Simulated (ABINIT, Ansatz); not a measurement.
**BiH3 (Pm-3m): zone-centre phonons**

Which modes does BiH3 (Pm-3m) have at the zone centre?

Program: ABINIT 10.8.3. Level of theory: DFT LDA, scalar-relativistic, plane waves, HGH norm-conserving pseudopotentials. Results are calculated unless marked as measured.

Report form: the programs' logs are mostly left out.

The structure was built from a prototype and need not be the compound's stable phase.

### Step 1. Set-up

It takes space group Pm-3m (No. 221, cubic). Conventional cell: a = 4.134 Å, b = 4.134 Å, c = 4.134 Å, α = 90.00°, β = 90.00°, γ = 90.00°. Nearest to Bi lie 6 H at 2.07 Å. Nearest to H lie 2 Bi at 2.07 Å. Farther neighbours are not listed.

### Step 2. Relaxing the cell and atoms

The harmonic expansion needs vanishing forces, and a free crystal bears no stress, so cell and atoms are brought to rest. Stress is more sensitive to the basis than forces are: the last 3 Ha under the cutoff are smoothed with ecutsm, and the cutoff is raised above that of the later runs.

The starting cell comes from a relaxation made beforehand in Ansatz (LDA, PseudoDojo NC).

File relax.abi:

```
# relaxation
ionmov 2
optcell 2
dilatmx 1.08
ntime 40
tolmxf 1.0d-05
tolvrs 1.0d-14
prtwf 0
prtden 0
chksymtnons 0

# basis, mesh and filling
ecut 43.0
ecutsm 3.0
ixc 7
ngkpt 8 8 8
nshiftk 1
shiftk 0.0 0.0 0.0
istwfk *1
occopt 3
tsmear 0.01
nband 9
nstep 100
diemac 1000000.0
prtebands 0
prtgsr 0

# cell and atoms
acell 7.811424374 7.811424374 7.811424374
rprim 
    1.0 0.0 0.0
    0.0 1.0 0.0
    0.0 0.0 1.0
ntypat 2
znucl 83 1
natom 4
typat 1 2 2 2
xred 
    0.0 0.0 0.0
    0.5 0.0 0.0
    0.0 0.5 0.0
    0.0 0.0 0.5
pp_dirpath "./pseudo"
pseudos "Bi.hgh, H.hgh"
```

Run with:

```
OMP_NUM_THREADS=1 mpirun -n 4 abinit relax.abi > relax.log
```

Run time: 65 s. Hardware: 4 MPI ranks of Intel Xeon at 2.70GHz, shared host.

The steps of the relaxation:

```
step  energy less that of the first step (eV)  largest force (eV/Å)  volume (Å³)
   1                                   0.0000                0.0000        70.63
   2                                  -0.0002                0.0000        70.54
   3                                  -0.0010                0.0000        69.85
   4                                  -0.0010                0.0000        69.86
```

```
conventional cell, symmetrised  before  after  change
                         a (Å)   4.134  4.119  -0.4 %
                         b (Å)   4.134  4.119  -0.4 %
                         c (Å)   4.134  4.119  -0.4 %
              volume (Å³/atom)   17.66  17.47  -1.1 %
```

Numbers from this step:

- volume per atom: 17.47 Å³
- pressure: -4.88e-5 GPa
- gap on the k-mesh: 0 eV

The volume changes by -1.1 % from the cell with which this run began.

### Step 3. Self-consistent run for the response

First-order wavefunctions inherit every error of the ground state, hence the very tight tolvrs. Occupations are smeared.

File gs.abi:

```
# ground state
tolvrs 1.0d-16
prtden 1
prtwf 1

# basis, mesh and filling
ecut 35.0
ixc 7
ngkpt 8 8 8
nshiftk 1
shiftk 0.0 0.0 0.0
istwfk *1
occopt 3
tsmear 0.01
nband 9
nstep 100
diemac 1000000.0
prtebands 0
prtgsr 0

# cell and atoms
acell 7.782930409 7.782930409 7.782930409
rprim 
    1.0 0.0 0.0
    0.0 1.0 0.0
    0.0 0.0 1.0
ntypat 2
znucl 83 1
natom 4
typat 1 2 2 2
xred 
    0.0 0.0 0.0
    0.5 0.0 0.0
    0.0 0.5 0.0
    0.0 0.0 0.5
pp_dirpath "./pseudo"
pseudos "Bi.hgh, H.hgh"
```

Run with:

```
OMP_NUM_THREADS=1 mpirun -n 4 abinit gs.abi > gs.log
```

Wall time 13 s (4 MPI ranks); 52 s of CPU time.

This step gave:

```
pressure : -0.3999 GPa
```

The cell stands at -0.40 GPa: the relaxation ran with a smoothed and higher cutoff, and the difference is a stress of the finite basis.

### Step 4. Zone-centre response

At q = 0 one unit cell holds all displacements. The response is solved for single atoms along the cell's directions, and symmetry skips those that follow from others. The crystal is treated as a metal, which screens a static field, so no field response is asked.

File dfpt_gamma.abi:

```

# common to the responses
getwfk_filepath "gso_WFK"
kptopt 2
nqpt 1
qpt 0.0 0.0 0.0
asr 0
chneut 0

# displacements
rfphon 1
rfatpol 1 4
rfdir 1 1 1
tolvrs 1.0d-10
prtwf 0

# basis, mesh and filling
ecut 35.0
ixc 7
ngkpt 8 8 8
nshiftk 1
shiftk 0.0 0.0 0.0
istwfk *1
occopt 3
tsmear 0.01
nband 9
nstep 100
diemac 1000000.0
prtebands 0
prtgsr 0

# cell and atoms
acell 7.782930409 7.782930409 7.782930409
rprim 
    1.0 0.0 0.0
    0.0 1.0 0.0
    0.0 0.0 1.0
ntypat 2
znucl 83 1
natom 4
typat 1 2 2 2
xred 
    0.0 0.0 0.0
    0.5 0.0 0.0
    0.0 0.5 0.0
    0.0 0.0 0.5
pp_dirpath "./pseudo"
pseudos "Bi.hgh, H.hgh"
```

Run with:

```
OMP_NUM_THREADS=1 mpirun -n 4 abinit dfpt_gamma.abi > dfpt_gamma.log
```

The job ended after 89 s (4 MPI ranks; 5.9 min of CPU time).

Numbers from this step:

- largest acoustic frequency at the zone centre before the sum rule: -0.36 cm⁻¹
- highest optical zone-centre mode (no LO-TO term): 478.7 cm⁻¹
- lowest optical zone-centre mode: -1096 cm⁻¹

The acoustic modes at Γ come out as far as 0.4 cm⁻¹ from zero, where they should vanish, a small numerical error. The lowest optical mode is imaginary, 1096i cm⁻¹, an instability at this level and on this k mesh.

### Step 5. Modes with the sum rule

anaddb reads the merged derivatives and imposes the acoustic sum rule.

File anaddb.abi:

```
ddb_filepath "gamma_DDB"
output_file "anaddb.abo"
outdata_prefix "anaddb"
asr 1
chneut 1
enunit 2
eivec 1
nph1l 1
qph1l 0.0 0.0 0.0 1.0
```

File mrgddb.in:

```
gamma_DDB
merged
2
dfpt_gammao_DDB
gso_DDB
```

Run with:

```
mrgddb < mrgddb.in > mrgddb.log
OMP_NUM_THREADS=1 anaddb anaddb.abi > anaddb.log
```

The job ended after 0.7 s (1 thread).

No LO-TO term; unit eigenvectors of the mass-weighted matrix, from anaddb's displacements. Modes at Γ, with each element's share of the kinetic energy (negative means imaginary):

```
mode  frequency (cm⁻¹)  symmetry  Bi %  H %
   1           -1096.1       T1u     0  100
   2           -1096.1       T1u     0  100
   3           -1096.1       T1u     0  100
   4               0.0  acoustic    99    1
   5               0.0  acoustic    99    1
   6               0.0  acoustic    99    1
   7             469.0       T2u     0  100
   8             469.0       T2u     0  100
   9             469.0       T2u     0  100
  10             478.7       T1u     1   99
  11             478.7       T1u     1   99
  12             478.7       T1u     1   99
```

Displacements in mode 3 (-1096.1 cm⁻¹), the largest set to 1:
```
Bi1  0.00  0.00  0.00
H2   0.00  0.00  0.00
H3   0.00  0.00  0.00
H4   0.00  0.00 -1.00
```

Displacements in mode 7 (469.0 cm⁻¹), the largest set to 1:
```
Bi1  0.00  0.00  0.00
H2   0.00  0.00 -1.00
H3   0.00  0.00  1.00
H4   0.00  0.00  0.00
```

The rule moves no optical mode by more than 0.1 cm⁻¹.

### Step 6. Sum rules set otherwise (asr 0)

Without the rule the raw error of the acoustic modes shows.

anaddb.abi: that of step 5 with these lines changed.

```diff
@@ -3,4 +3,4 @@
 outdata_prefix "anaddb"
-asr 1
-chneut 1
+asr 0
+chneut 0
 enunit 2
```

mrgddb.in is that of step 5.

Run time: 0.71 s. Hardware: 1 thread.

Zone-centre frequencies as printed; negative means imaginary. Modes:

```
mode  frequency (cm⁻¹)
   1             -1096
   2             -1096
   3             -1096
   4             -0.36
   5             -0.36
   6             -0.36
   7               469
   8               469
   9               469
  10             478.7
  11             478.7
  12             478.7
```

### Step 7. Summary of results

```json
{"space group after relaxation": "Pm-3m", "volume per atom": "17.5 Å³", "highest optical zone-centre mode (no LO-TO term)": "478.7 cm⁻¹", "lowest optical zone-centre mode": "-1096 cm⁻¹", "imaginary optical modes at the zone centre (no q mesh in this session)": "yes"}
```

**Reading.** At the LDA level the optical modes of BiH3 (Pm-3m) at the zone centre run from 1096i to 479 cm⁻¹, so the structure is a saddle point, with 3 modes beyond 10i cm⁻¹ there. The base run prints -0.40 GPa, mostly the error of a finite basis; the relaxation, with a smoothed and higher cutoff, had brought the cell to rest. These are harmonic frequencies: anharmonic shifts and widths and the lattice's thermal expansion are left out. The Fermi-Dirac smearing of 0.01 Ha is an electronic temperature of 3158 K, which adds a pressure of its own and can shift the volume and soft modes. Spin-orbit coupling is left out, which can matter for the heavy elements here. The HGH files keep few electrons and have no core correction, which is cheap but rough for Bi. In a metal the frequencies hang on the k mesh and the smearing, most of all near Kohn anomalies. The structure is a hypothetical one, built on a prototype.

[Host names and launcher messages were left out of these logs when they were recorded.]

[Logs are printed without paths, hosts, clocks, repeated set-up lines and the standing remarks that a program may print on its own settings, such as how far it seeks lower states.]

[Hosts, paths, dates, database ids (printed as entryN), source tags and the programs' standing remarks are cut or masked in the printed files.]
